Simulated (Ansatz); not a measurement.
**(GaP)2(ZnS)1 [001] superlattice, started as zinc blende: phonons and vibrational spectra**

Wanted: phonon frequencies of (GaP)2(ZnS)1 [001] superlattice, started as zinc blende and what follows from them.

Method: DFT PBE, scalar-relativistic, plane waves, PAW, in Ansatz 0.2.0.

Report form: the programs' logs are mostly left out.

The structure was built from a prototype and need not be the compound's stable phase.

## 1. Set-up

The structure is orthorhombic, space group Imm2 (No. 44). The conventional cell has a = 3.844 Å, b = 3.844 Å, c = 16.310 Å, α = 90.00°, β = 90.00°, γ = 90.00°. Nearest to Ga lie 2 P at 2.35 Å and 2 S at 2.35 Å. Nearest to Ga lie 4 P at 2.35 Å. P has 4 Ga at 2.35 Å nearest. Nearest to P lie 2 Ga at 2.35 Å and 2 Zn at 2.35 Å. Nearest to S lie 2 Zn at 2.35 Å and 2 Ga at 2.35 Å. Nearest to Zn lie 2 S at 2.35 Å and 2 P at 2.35 Å. Farther neighbours and most contacts between anions are not listed.

## 2. Rough relaxation

The start is far from rest, so a relaxation with loose tolerances brings it close first.

Input file input.yaml:

```yaml
crystal:
  lattice:
    - [2.71833, 2.71833, 0.0]
    - [-2.71833, 2.71833, 0.0]
    - [2.71833, 0.0, 8.155]
  atoms:
    - { symbol: Ga, position: [0.0, 0.0, 0.0] }
    - { symbol: Ga, position: [0.333333, 0.666667, 0.333333] }
    - { symbol: P, position: [0.416667, 0.083333, 0.166667] }
    - { symbol: P, position: [0.75, 0.75, 0.5] }
    - { symbol: S, position: [0.083333, 0.416667, 0.833333] }
    - { symbol: Zn, position: [0.666667, 0.333333, 0.666667] }
kpoints:
  mp_grid: { grid: [6, 6, 6] }
hamiltonian:
  xc: pbe
scf:
  occupations: { method: gaussian, width: 0.1 }
output:
  forces: true
  stress: true
  eigenvalues: true
relax:
  adjacent_minimum: "off"
  f_tol: 0.05
  max_steps: 80
  cell: { stress_tol: 0.5 }
```

Command:

```console
> ansatz run input.yaml --threads 4 --pin off --max-ram 14336MiB --backend cpu --events-out ev --progress --plain --runs-dir out
```

Elapsed: 30 s, on 4 threads of Arm Neoverse V1, shared host; peak memory 0.53 GiB; 2 min of CPU time.

The steps of the relaxation:

```csv
step,energy less that of the first step (eV),largest force component (eV/Å),pressure (GPa),volume (Å³)
1,0.0000,1.0136,2.49,120.52
2,-0.1004,0.4522,0.93,123.07
3,-0.1213,0.0993,0.02,124.84
4,-0.1222,0.0267,-0.02,124.96
5*,-0.1236,0.0266,-0.01,124.96
```

Relaxation steps marked * repeat the geometry before them on a plane-wave basis chosen anew for their cell, so energy and pressure can jump there.

Forces are held to the 4 operations that the run works with; a distortion that breaks them can't arise in this run.

| conventional cell, symmetrised | before | after | change |
| --- | --- | --- | --- |
| a (Å) | 3.844 | 3.888 | +1.1 % |
| b (Å) | 3.844 | 3.920 | +2.0 % |
| c (Å) | 16.310 | 16.399 | +0.5 % |
| volume (Å³/atom) | 20.09 | 20.83 | +3.7 % |

The atoms that moved most (Å, as changes of fractional coordinates times the final cell):

| atom | dx | dy | dz | length |
| --- | --- | --- | --- | --- |
| Zn6 | 0.000 | 0.000 | -0.114 | 0.114 |
| Ga1 | 0.000 | 0.000 | 0.047 | 0.047 |
| Ga2 | 0.000 | 0.000 | 0.043 | 0.043 |
| S5 | 0.000 | 0.000 | 0.018 | 0.018 |
| P4 | 0.000 | 0.000 | 0.010 | 0.010 |

The relaxed structure:

```xyz
6
Lattice="2.7491 2.7491 0.0000 -2.7718 2.7718 0.0000 2.7605 -0.0113 8.1997" Properties=species:S:1:pos:R:3 pbc="T T T"
Ga    0.0000    0.0000    0.0468
Ga   -0.0113    2.7605    2.7767
P     1.3746    1.3746    1.3630
P     1.3633    4.1350    4.1097
S     1.3746    1.3746    6.8507
Zn    2.7491    2.7491    5.3523
```

This step gave:

```yaml
pressure: -0.01253 GPa
gap_on_the_k_mesh: 0.8651 eV
volume_per_atom: 20.83 Å³
direct_gap_on_mesh: 0.8651 eV
```

In this step the volume went from 20.09 to 20.83 Å³/atom.

## 3. Bringing the structure to rest

The cell and atoms are relaxed, since residual forces and stress would shift the frequencies.

Input file input.yaml:

```yaml
crystal:
  lattice:
    - [2.7491456605, 2.7491456605, 0.0]
    - [-2.7717867439, 2.7717867439, 0.0]
    - [2.7604662022, -0.0113205417, 8.1997302676]
  atoms:
    - { symbol: Ga, position: [-0.0028544923, 0.0028544923, 0.0057089847] }
    - { symbol: Ga, position: [0.3306835586, 0.6693164414, 0.3386328829] }
    - { symbol: P, position: [0.4168846052, 0.0831153948, 0.1662307897] }
    - { symbol: P, position: [0.7493981093, 0.7506018907, 0.5012037814] }
    - { symbol: S, position: [0.0822588238, 0.4177411762, 0.8354823524] }
    - { symbol: Zn, position: [0.6736293955, 0.3263706045, 0.652741209] }
kpoints:
  mp_grid: { grid: [6, 6, 6] }
hamiltonian:
  xc: pbe
scf:
  occupations: { method: gaussian, width: 0.02 }
output:
  forces: true
  stress: true
  eigenvalues: true
  write_density: true
  write_potential: true
  elf: true
  volumetric_format: npy
relax:
  adjacent_minimum: "off"
  f_tol: 0.005
  max_steps: 80
  cell: { stress_tol: 0.05 }
```

Run time: 25 s. Hardware: 4 threads; peak memory 0.53 GiB.

Little changed from the start: no atom moved by 0.005 Å and no cell edge by 0.1 %.

Numbers from this step:

```yaml
pressure: 0.002159 GPa
gap_on_the_k_mesh: 0.8675 eV
volume_per_atom: 20.82 Å³
direct_gap_on_mesh: 0.8675 eV
```

Valence density in the ac plane of the conventional cell at fractional y = 0.500, with atoms of Ga and P and S and Zn within 0.2 Å of it. It is the smooth field of the valence electrons, not physical close to the nuclei.

Ten steps, logarithmic in the rise over the least value, from '0' (0 e/Å³) to '9' (27 e/Å³), each cell a mean:
```
76310000001247
11000000000001
00000000000000
00000000000000
00001122211000
00112211222100
22222222222222
97421111111258
86310000001247
11000000000001
00000000000000
00000000000000
00001222211000
00012322332100
11122333332111
86321111111257
97410000001258
21100000000011
00000000000000
00000000000000
00001122110000
00112211222100
22222221222222
97421111112259
```
Columns run along a (3.9 Å), rows up along c (16.4 Å), edges of the conventional cell, whose origin can differ from the input's. Atoms in or near the plane, at fractional coordinates: Ga at (0.00, 0.00), Ga at (0.00, 0.67), P at (0.50, 0.08), P at (0.50, 0.75), S at (0.50, 0.42), Zn at (0.00, 0.33).

Electrostatic potential energy in the ac plane of the conventional cell at fractional y = 0.500, with atoms of Ga and P and S and Zn within 0.2 Å of it. With pseudopotentials it is smooth inside the atoms' cores, unlike the true potential.

Ten even steps from '_' (-43 eV) to '@' (11 eV), each cell a mean:
```
++++++##@@@@@@@@@@@@%%**++++
%%%%%%@@@@@@@@@@@@@@@@@@%%%%
@@@@@@@@@@@@@@@@@@@@@@@@@@@@
@@@@@@@@@@@@@@@@@@@@@@@@@@@@
@@@@@@@@@@%%##**##%%@@@@@@@@
@@@@@@%%++..______--##@@@@@@
**##%%%%**--..__..==##%%####
++++++##%%%%%%%%%%%%%%**++++
++++**##@@@@@@@@@@@@%%##++++
%%%%@@@@@@@@@@@@@@@@@@@@%%%%
@@@@@@@@@@@@@@@@@@@@@@@@@@@@
@@@@@@@@@@@@@@@@@@@@@@@@@@@@
@@@@@@@@@@%%##**##%%@@@@@@@@
@@@@@@%%**::::--::--##@@@@@@
##%%%%%%##==------++%%%%%%%%
..::==##%%@@%%%%%%@@%%**--::
..::==##@@@@@@@@@@@@%%**--..
##%%%%@@@@@@@@@@@@@@@@@@%%##
@@@@@@@@@@@@@@@@@@@@@@@@@@@@
@@@@@@@@@@@@@@@@@@@@@@@@@@@@
@@@@@@@@@@%%##**##%%@@@@@@@@
@@@@@@%%++..______--##@@@@@@
**####%%**--..__..==##%%####
++==++##%%%%%%%%%%%%%%**++==
```
Columns run along a (3.9 Å; values clipped at the 3rd and 97th percentile), rows up along c (16.4 Å), edges of the conventional cell, whose origin can differ from the input's. Atoms in or near the plane, at fractional coordinates: Ga at (0.00, 0.00), Ga at (0.00, 0.67), P at (0.50, 0.08), P at (0.50, 0.75), S at (0.50, 0.42), Zn at (0.00, 0.33).

ELF in the ac plane of the conventional cell at fractional y = 0.500, with atoms of Ga and P and S and Zn within 0.2 Å of it. It is the smooth field of the valence electrons, not physical close to the nuclei.

Ten even steps from '0' (0.01) to '9' (0.86), each cell a mean:
```
11223322232211
11110000001111
00000000000000
00001344321000
00246888875310
13578521368742
23589843699742
00246887875310
11223222232221
22211000001222
10000000000001
00001223210000
00246888876310
02589842589741
12479975899621
00124677753100
00121111111110
22211000001122
11000000000001
00001233210000
00136788875210
12578521368742
23589843699743
10247887886310
```
Columns run along a (3.9 Å), rows up along c (16.4 Å), edges of the conventional cell, whose origin can differ from the input's. Atoms in or near the plane, at fractional coordinates: Ga at (0.00, 0.00), Ga at (0.00, 0.67), P at (0.50, 0.08), P at (0.50, 0.75), S at (0.50, 0.42), Zn at (0.00, 0.33).

In this step the volume went from 20.83 to 20.82 Å³/atom.

## 4. Relaxing to small forces for the phonons

Phonons need a cell at rest on their own settings, so the relaxation is repeated with tight tolerances on forces and stress on the k mesh and occupations of the first response run.

Input file input.yaml:

```yaml
crystal:
  lattice:
    - [2.7497911217, 2.7497911217, 0.0]
    - [-2.7709031897, 2.7709031897, 0.0]
    - [2.7603471557, -0.010556034, 8.1993092676]
  atoms:
    - { symbol: Ga, position: [-0.0027922687, 0.0027922687, 0.0055845375] }
    - { symbol: Ga, position: [0.3307366518, 0.6692633482, 0.3385266964] }
    - { symbol: P, position: [0.4168271645, 0.0831728355, 0.166345671] }
    - { symbol: P, position: [0.749330236, 0.750669764, 0.501339528] }
    - { symbol: S, position: [0.0821349059, 0.4178650941, 0.8357301881] }
    - { symbol: Zn, position: [0.6737633105, 0.3262366895, 0.6524733791] }
kpoints:
  mp_grid: { grid: [8, 8, 8] }
hamiltonian:
  xc: pbe
scf:
  occupations: { method: fixed }
output:
  forces: true
  stress: true
  eigenvalues: true
relax:
  adjacent_minimum: "off"
  f_tol: 0.001
  max_steps: 60
  cell: { stress_tol: 0.01 }
```

It took 68 s on 4 threads; peak memory 0.66 GiB.

Little changed from the start: no atom moved by 0.005 Å and no cell edge by 0.1 %.

Numbers from this step:

```yaml
pressure: -1.95e-4 GPa
gap_on_the_k_mesh: 0.8666 eV
direct_gap_on_mesh: 0.8666 eV
```

The largest force component left is 0.16 meV/Å and the pressure is 0.000 GPa, within the tolerances set. The cell now holds 20.82 Å³/atom.

## 5. Zone-centre response

The zone centre is the only wavevector solved here; it holds the modes that light can see, as far as symmetry allows. The response to a homogeneous field gives the Born charges and the dielectric tensor, and its change with displacement the Raman tensors.

Input file input.yaml:

```yaml
crystal:
  lattice:
    - [2.7481987298, 2.7481987298, 0.0]
    - [-2.7699041104, 2.7699041104, 0.0]
    - [2.7590514201, -0.0108526903, 8.2066487209]
  atoms:
    - { symbol: Ga, position: [-0.002761516, 0.002761516, 0.005523032] }
    - { symbol: Ga, position: [0.3307458102, 0.6692541898, 0.3385083795] }
    - { symbol: P, position: [0.4168361071, 0.0831638929, 0.1663277857] }
    - { symbol: P, position: [0.7493189728, 0.7506810272, 0.5013620544] }
    - { symbol: S, position: [0.0821371831, 0.4178628169, 0.8357256338] }
    - { symbol: Zn, position: [0.6737234427, 0.3262765573, 0.6525531147] }
kpoints:
  mp_grid: { grid: [8, 8, 8] }
hamiltonian:
  xc: pbe
scf:
  occupations: { method: fixed }
output:
  eigenvalues: true
phonons:
  method: dfpt
  dielectric: true
  rigid_motions: translations
  raman: true
```

It took 57 min on 4 threads; peak memory 6.7 GiB.

This step gave:

```
sum-rule residual before enforcement                    : 1.81e-4 eV/Å²
miss of the charge sum rule                             : 0.01155 e
estimated error of the dielectric tensor                : 0.04262
estimated error of the Born charges                     : 0.01810 e
point group                                             : mm2
highest optical mode at the zone centre (no LO-TO term) : 374.3 cm⁻¹
lowest optical zone-centre mode                         : 81.44 cm⁻¹
mean high-frequency dielectric constant                 : 9.323
largest Born charge (third of the trace)                : 2.549 e
mean static dielectric constant                         : 12.67
top of the zone-centre spectrum with the field          : 389.0 cm⁻¹
```

Without the LO-TO term. Patterns of degenerate modes are one choice out of their space. The modes at Γ (shares of kinetic energy by element, %):

| mode | frequency (cm⁻¹) | symmetry | Ga % | P % | S % | Zn % |
| --- | --- | --- | --- | --- | --- | --- |
| 1 | 0.0 | acoustic | 47 | 21 | 11 | 22 |
| 2 | 0.0 | acoustic | 47 | 21 | 11 | 22 |
| 3 | 0.0 | acoustic | 47 | 21 | 11 | 22 |
| 4 | 81.4 | B1 | 25 | 8 | 5 | 62 |
| 5 | 86.5 | B2 | 46 | 12 | 7 | 36 |
| 6 | 92.8 | B2 | 65 | 16 | 3 | 16 |
| 7 | 96.6 | B1 | 76 | 21 | 1 | 2 |
| 8 | 170.7 | A1 | 35 | 11 | 5 | 49 |
| 9 | 192.9 | A1 | 61 | 7 | 12 | 21 |
| 10 | 216.9 | B1 | 2 | 1 | 83 | 14 |
| 11 | 255.8 | B2 | 22 | 2 | 75 | 1 |
| 12 | 288.5 | A1 | 19 | 13 | 62 | 6 |
| 13 | 320.2 | B2 | 20 | 75 | 4 | 0 |
| 14 | 347.1 | A1 | 23 | 67 | 9 | 0 |
| 15 | 353.9 | B1 | 25 | 74 | 0 | 0 |
| 16 | 355.3 | A1 | 15 | 81 | 2 | 2 |
| 17 | 362.7 | B2 | 0 | 74 | 0 | 26 |
| 18 | 374.3 | B1 | 25 | 75 | 0 | 0 |

Displacements in mode 4 (81.4 cm⁻¹), the largest set to 1:
```
Ga1 -0.55 -0.55  0.00
Ga2 -0.28 -0.28  0.00
P3  -0.49 -0.49  0.00
P4  -0.18 -0.18  0.00
S5   0.41  0.41  0.00
Zn6  1.00  1.00  0.00
```

Displacements in mode 17 (362.7 cm⁻¹), the largest set to 1:
```
Ga1 -0.01  0.01  0.00
Ga2 -0.04  0.04  0.00
P3   0.00  0.00  0.00
P4   1.00 -1.00  0.00
S5  -0.04  0.04  0.00
Zn6 -0.41  0.41  0.00
```

Optical modes at the zone centre, without and with the macroscopic field of the longitudinal modes; each column is sorted by frequency, so a row need not hold one and the same mode. Modes with and without the field, by row:

```csv
rank among optical modes,no field (cm⁻¹),"q along (1, 0, 0) (cm⁻¹)","q along (0, 0, 1) (cm⁻¹)"
1,81.4,81.5,81.4
2,86.5,86.6,86.5
3,92.8,92.9,92.8
4,96.6,96.6,96.6
5,170.7,170.7,173.1
6,192.9,192.9,192.9
7,216.9,221.9,216.9
8,255.8,272.2,255.8
9,288.5,288.5,313.1
10,320.2,323.2,320.2
11,347.1,347.1,353
12,353.9,355.3,353.9
13,355.3,356.8,362.7
14,362.7,366.8,367.7
15,374.3,389,374.3
```

Born charge (rows field, columns displacement) (e), principal values of the symmetric part by kind of site:

```
atom  atoms with these values    low  middle   high   mean
 Ga1                        1   2.37    2.54   2.74   2.55
 Ga2                        1   1.83    2.15   2.33   2.10
  P3                        1  -2.17   -2.03  -1.85  -2.02
  P4                        1  -2.13   -1.97  -1.96  -2.02
  S5                        1  -2.91   -2.67  -2.06  -2.55
 Zn6                        1   1.68    1.84   2.28   1.93
```

In full for P4:

```
-2.05 -0.08  0.00
-0.08 -2.05  0.00
 0.00  0.00 -1.96
```

High-frequency dielectric tensor:

```
9.41 0.09 0.00
0.09 9.41 0.00
0.00 0.00 9.15
```

Static dielectric tensor (ions relaxed, fixed cell):

```
12.87 -0.38  0.00
-0.38 12.87  0.00
 0.00  0.00 12.27
```

Transverse modes. Lines of the infrared spectrum (strongest = 100):

```csv
position (cm⁻¹),relative intensity
81,0.2
86,0.3
93,0.3
97,0.2
171,6.0
193,0.1
217,40
256,100
288,96
320,22
347,31
354,41
355,8.3
363,37
374,52
```

Activity x (w_L - w)^4 (n + 1)/w, 532 nm, 300 K; the tensors are static ones, while 532 nm light lies above the computed direct gap, where resonance would change the heights; modes without the macroscopic field alone. Raman lines, with heights relative to the strongest:

```
position (cm⁻¹)  relative intensity
             81                 4.4
             86                 1.7
             93                  37
             97                 0.3
            171                  98
            193                 3.8
            217                  41
            256                  14
            288                  27
            320                 2.2
            347                 100
            354                  24
            355                  22
            363                  18
            374                 6.6
```

Static second-order susceptibility (pm/V), twice the coefficient d of second-harmonic generation. Second order susceptibility, by row:

| field along | xx | yy | zz | yz | xz | xy |
| --- | --- | --- | --- | --- | --- | --- |
| x | 0 | 0 | 0 | 101.6 | 54.74 | 0 |
| y | 0 | 0 | 0 | 54.74 | 101.6 | 0 |
| z | 54.74 | 54.74 | 0.26 | 0 | 0 | 101.6 |

Before it was imposed, the acoustic sum rule was missed by 1.8e-4 eV/Å² and the charge sum rule by 0.012 e. Small misses are needed for a sound result but don't prove that mesh and cutoff are converged. The lowest optical mode is real, 81.4 cm⁻¹.

The log warns of the k mesh: “the force constants stand on the 8×8×8 k-mesh, whose period is 9.52 times the interband length at k = (0.0000, 0.0000, 0.0000), direct gap 0.867 eV, under 14: take them and everything formed from them as unconverged”.

## 6. Isotope substitution, element Ga, natural mass 69.723 amu

An isotope changes the mass and not the force constants, so no new electronic calculation is needed; the shifts show which modes move this element.

The same force constants with the mass of Ga changed from 69.723 to 70.925 u (phonopy, no LO-TO term). Both lists are sorted by frequency; levels can cross, so a row need not hold one and the same mode. Modes under 3 cm⁻¹ are left out. Isotope shifts, by row:

| q | rank | natural mass (cm⁻¹) | changed mass (cm⁻¹) |
| --- | --- | --- | --- |
| 0 0 0 | 4 | 81.44 | 81.26 |
| 0 0 0 | 5 | 86.49 | 86.15 |
| 0 0 0 | 6 | 92.76 | 92.26 |
| 0 0 0 | 7 | 96.56 | 95.93 |
| 0 0 0 | 8 | 170.7 | 170.2 |
| 0 0 0 | 9 | 192.9 | 191.9 |
| 0 0 0 | 10 | 216.9 | 216.9 |
| 0 0 0 | 11 | 255.8 | 255.3 |
| 0 0 0 | 12 | 288.5 | 288 |
| 0 0 0 | 13 | 320.2 | 319.7 |
| 0 0 0 | 14 | 347.1 | 346.4 |
| 0 0 0 | 15 | 353.9 | 353.2 |
| 0 0 0 | 16 | 355.3 | 354.9 |
| 0 0 0 | 17 | 362.7 | 362.7 |
| 0 0 0 | 18 | 374.3 | 373.5 |

A mode of this element alone would shift by -0.85 %. The highest zone-centre frequency without the field goes from 374.3 to 373.5 cm⁻¹ (-0.2 %). The product of the frequency ratios over all optical modes at Γ is 0.961; the product rule, (m/m′)^(3k/2) (M′/M)^(3/2) with k = 2 such atoms and M the mass of the cell, gives 0.962.

## 7. Another isotope, element S, natural mass 32.06 amu

The same for S, from 32.06 to 33.97 u.

A mode of this element alone would shift by -2.85 %. The highest zone-centre frequency without the field goes from 374.3 to 374.3 cm⁻¹ (-0.0 %). The product of the frequency ratios over all optical modes at Γ is 0.926; the product rule, (m/m′)^(3k/2) (M′/M)^(3/2) with k = 1 such atoms and M the mass of the cell, gives 0.926.

## 8. Isotope substitution, element Zn, natural mass 65.38 amu

The same for Zn, from 65.38 to 67.92 u.

The same force constants with the mass of Zn changed from 65.380 to 67.925 u (phonopy, no LO-TO term). Both lists are sorted by frequency; levels can cross, so a row need not hold one and the same mode. Modes under 3 cm⁻¹ are left out. Isotope shifts, by row:

```csv
q,rank,natural mass (cm⁻¹),changed mass (cm⁻¹)
0 0 0,4,81.44,80.48
0 0 0,5,86.49,85.88
0 0 0,6,92.76,92.51
0 0 0,7,96.56,96.53
0 0 0,8,170.7,169.1
0 0 0,9,192.9,192.2
0 0 0,10,216.9,216.3
0 0 0,11,255.8,255.8
0 0 0,12,288.5,288.2
0 0 0,13,320.2,320.2
0 0 0,14,347.1,347.1
0 0 0,15,353.9,353.9
0 0 0,16,355.3,355.2
0 0 0,17,362.7,360.9
0 0 0,18,374.3,374.3
```

A mode of this element alone would shift by -1.89 %. The highest zone-centre frequency without the field goes from 374.3 to 374.3 cm⁻¹ (-0.0 %). The product of the frequency ratios over all optical modes at Γ is 0.956; the product rule, (m/m′)^(3k/2) (M′/M)^(3/2) with k = 1 such atoms and M the mass of the cell, gives 0.956.

## 9. Results

| Property | Result |
| --- | --- |
| space group after relaxation (within 0.01 Å) | Imm2 |
| volume per atom | 20.8 Å³ |
| gap on the k-mesh | 0.867 eV |
| highest optical mode at the zone centre (no LO-TO term) | 374 cm⁻¹ |
| top of the zone-centre spectrum with the field | 389 cm⁻¹ |
| lowest optical zone-centre mode | 81.4 cm⁻¹ |
| mean high-frequency dielectric constant | 9.32 |
| mean static dielectric constant | 12.7 |
| largest Born charge (third of the trace) | 2.55 e |
| imaginary modes at Γ (the only wavevector solved) | none |

What this shows: The structure is stable against zone-centre distortions, since no mode there is imaginary; other wavevectors were not solved, so zone-boundary instabilities are untested. Without the field, the optical modes at Γ span 81 to 374 cm⁻¹. No dispersion was computed. The highest mode in this list at Γ, 374.3 cm⁻¹, is mostly motion of P (75 % of the kinetic energy). With the macroscopic field of the longitudinal modes the top of the zone-centre spectrum lies at 389 cm⁻¹, against 374 cm⁻¹ without it. Lattice motion raises the mean dielectric constant from 9.323 to 12.67. The strongest infrared line is at 256 cm⁻¹. Averaged over orientations, the strongest Raman line at 532 nm and 300 K is at 347 cm⁻¹, among the modes without the field; their longitudinal partners can be Raman active too. The tensors are the static, non-resonant ones, while 532 nm light (2.33 eV) lies above the computed gap. With the field response the log warns that the k mesh is coarse for the force constants too, so the frequencies may not be converged. The starting cell was built on a prototype and not taken from a measurement, so the phase need not exist. These are harmonic frequencies at zero temperature: anharmonic shifts, linewidths and thermal expansion are left out.

[Logs are printed without paths, hosts, clocks, repeated set-up lines and the standing remarks that a program may print on its own settings, such as how far it seeks lower states.]

[Hosts, paths, dates, database ids (printed as entryN), source tags and the programs' standing remarks are cut or masked in the printed files.]
